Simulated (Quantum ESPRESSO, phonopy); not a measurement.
# SiC (F-43m): phonons against volume, part 9 of 9

Aim: how the vibrations of SiC shift with volume, and the expansion that follows.

Quantum ESPRESSO 7.5; DFT LDA, scalar-relativistic, plane waves, GBRV ultrasoft pseudopotentials.

So far. Step 28 (Phonons, V/V0 1.05): No mode is imaginary beyond numerical noise along the path. The highest zone-centre mode (no LO–TO term) moved by -5.4 % for a volume change of +5.0 %. Step 28 (Phonons, V/V0 1.05): The time given is that of the 2 pw.x runs on displaced cells behind this step.

## (29) Mode Grüneisen parameters (continued)

Volume series, by row:

```
 V/V0  V (Å³/atom)  pressure (GPa)  E - E0 (meV/atom)  gap (eV)  zero-point energy (meV/atom)  lowest on the path (cm⁻¹)  highest at Gamma without the LO-TO term (cm⁻¹)
 0.97        9.833           7.421              7.185     1.274                         114.6                          0                                           826.9
0.985        9.985           3.585               1.85     1.287                         112.8                          0                                           812.6
    1        10.14           0.019                  0       1.3                         111.1                          0                                           798.9
1.015        10.29          -3.298              1.451     1.312                         109.4                          0                                           785.6
 1.03        10.44          -6.379              5.946     1.325                         107.8                          0                                           772.6
 1.05        10.64          -10.15              16.25      1.34                         105.6                          0                                           755.9
```

The optical frequency at Gamma without the LO-TO term, mode 4 by V/V0:

```
  V/V0  optical frequency at Gamma without the LO-TO term, mode 4 (cm⁻¹)
0.9700                                                               827
0.9850                                                               813
1.0000                                                               799
1.0150                                                               786
1.0300                                                               773
1.0500                                                               756
```

Grüneisen at points, by row:

```
point  branch  frequency (cm⁻¹)  mode Grüneisen parameter
    Γ       4             798.9                      1.13
    Γ       6             974.2                      1.07
    X       1             370.9                      0.25
    X       3             625.1                      0.83
    X       4             772.3                      1.44
    X       6             852.9                      1.14
    U       1             353.1                      0.12
    U       2             446.4                      0.54
    U       3             568.1                      0.88
    U       4             764.9                      1.42
    U       5             765.9                      1.31
    U       6             859.9                      1.22
    K       1             353.1                      0.12
    K       2             446.4                      0.54
    K       3             568.1                      0.88
    K       4             764.9                      1.42
    K       5             765.9                      1.31
    K       6             859.9                      1.22
    L       1             267.5                     -0.05
    L       3             610.3                      0.96
    L       4             772.5                       1.3
    L       6             848.7                      1.14
    W       1             398.3                      0.59
    W       2             439.9                       0.2
    W       3             551.6                      0.94
    W       4             756.2                      1.27
    W       5             777.9                      1.45
    W       6               856                      1.23
```

The printed pressures lie 0.12 GPa below −dE/dV of the same runs on average, in a series that spans 18 GPa: energy and stress disagree, as they do when the basis is incomplete, so the pressures are not converged.

## (30) Free-energy fit

Numbers from this step:

```
volume expansion coefficient at 300 K : 6.81 1e-6/K
isothermal bulk modulus at 300 K      : 223.0 GPa
C_P at 300 K                          : 13.56 J/mol-atom/K
Grüneisen parameter at 300 K          : 0.691
```

The energy (each curve on its own zero) by volume; values in meV/atom:

```csv
volume (Å³/atom),static,F at 0 K,F at 300 K,F at 1300 K
9.833,7.19,11.6,11.9,18.9
9.985,1.85,4.47,4.7,8.97
10.137,0,0.89,0.99,2.57
10.289,1.45,0.65,0.6,-0.56
10.441,5.95,3.48,3.27,-0.68
10.644,16.2,11.6,11.2,3.48
```

Phonopy-qha, vinet fit of F(V) at each temperature; no electronic free energy. Qha vinet, by row:

```csv
T (K),fitted volume (Å³/atom),alpha_V (1e-6/K),B_T (GPa),C_P (J/mol-atom/K),Grueneisen
100,10.22,0.47,224.2,2.279,0.2808
150,10.23,1.56,224.1,5.229,0.4104
200,10.23,3.21,223.9,8.288,0.5337
250,10.23,5.07,223.5,11.12,0.6267
300,10.23,6.81,223,13.56,0.6909
350,10.24,8.32,222.5,15.55,0.7349
400,10.24,9.58,221.8,17.16,0.7657
450,10.25,10.61,221.2,18.44,0.788
500,10.25,11.45,220.5,19.47,0.8045
550,10.26,12.15,219.8,20.3,0.8171
600,10.26,12.73,219.1,20.98,0.827
650,10.27,13.22,218.3,21.54,0.8349
700,10.28,13.63,217.6,22,0.8414
750,10.28,13.99,216.8,22.39,0.8469
800,10.29,14.31,216.1,22.72,0.8515
850,10.3,14.58,215.3,23,0.8555
900,10.31,14.83,214.6,23.25,0.8591
950,10.31,15.05,213.8,23.46,0.8622
1000,10.32,15.25,213,23.65,0.865
1050,10.33,15.44,212.2,23.82,0.8676
1100,10.34,15.61,211.4,23.96,0.87
1150,10.35,15.77,210.6,24.1,0.8722
1200,10.35,15.92,209.8,24.22,0.8743
1250,10.36,16.06,209,24.33,0.8762
```

Table of volume expansion coefficient, phonopy-qha, Vinet by temperature:

```csv
temperature (K),"volume expansion coefficient, phonopy-qha, Vinet (1e-6/K)"
75,0.18
125,0.93
150,1.56
200,3.21
250,5.07
275,5.96
325,7.6
375,8.98
400,9.58
450,10.6
500,11.4
525,11.8
575,12.4
625,13.0
650,13.2
700,13.6
725,13.8
775,14.2
825,14.4
850,14.6
900,14.8
950,15.1
975,15.2
1025,15.3
1075,15.5
1100,15.6
1150,15.8
1200,15.9
1225,16.0
1275,16.1
```

The fit gives a volume expansion of 6.81 × 10⁻⁶/K at 300 K.

## (31) Summary of results

| Quantity | Value |
| --- | --- |
| volume expansion coefficient at 300 K | 6.81 1e-6/K |
| isothermal bulk modulus at 300 K | 223.0 GPa |
| C_P at 300 K | 13.56 J/mol-atom/K |
| Grüneisen parameter at 300 K | 0.691 |
| mean mode Grüneisen parameter at 300 K | 0.672 |

Near room temperature SiC expands by 6.81 × 10⁻⁶/K in volume by LDA, with C_P = 13.6 J/(mol K) per mole of atoms and B_T = 223 GPa. C_P at room temperature is 54 % of the classical 3R an atom, so the stiffest modes are still partly frozen out. The heat-capacity-weighted Grüneisen parameter goes from 0.093 at 50 K to 0.831 at 800 K; 5 % of the modes stiffen on expansion. Weighting γ by the density of states and each mode's heat capacity at 300 K, modes below 330 cm⁻¹ give about 6 % of the sum of γC that drives the expansion, those up to 650 cm⁻¹ 37 % and the rest 57 %. Among the labelled points γ is largest for branch 5 at W (778 cm⁻¹, 1.4) and most negative for branch 1 at L (268 cm⁻¹, -0.05). The printed pressures lie 0.12 GPa below −dE/dV of the same runs on average, in a series that spans 18 GPa: energy and stress disagree, as they do when the basis is incomplete, so the pressures are not converged. The supercell is 7.6 Å across at its narrowest and was not tested against a larger one: only its own wavevectors are exact, and acoustic branches between them, with the entropy at low temperature, can be off.

[Logs are printed without paths, hosts, clocks, repeated set-up lines and the standing remarks that a program may print on its own settings, such as how far it seeks lower states.]

[Hosts, paths, dates, database ids (printed as entryN), source tags and the programs' standing remarks are cut or masked in the printed files.]

[A step with changed settings may run another functional than the one named; its input shows which.]

[Of the runs on displaced cells, only some may be shown.]
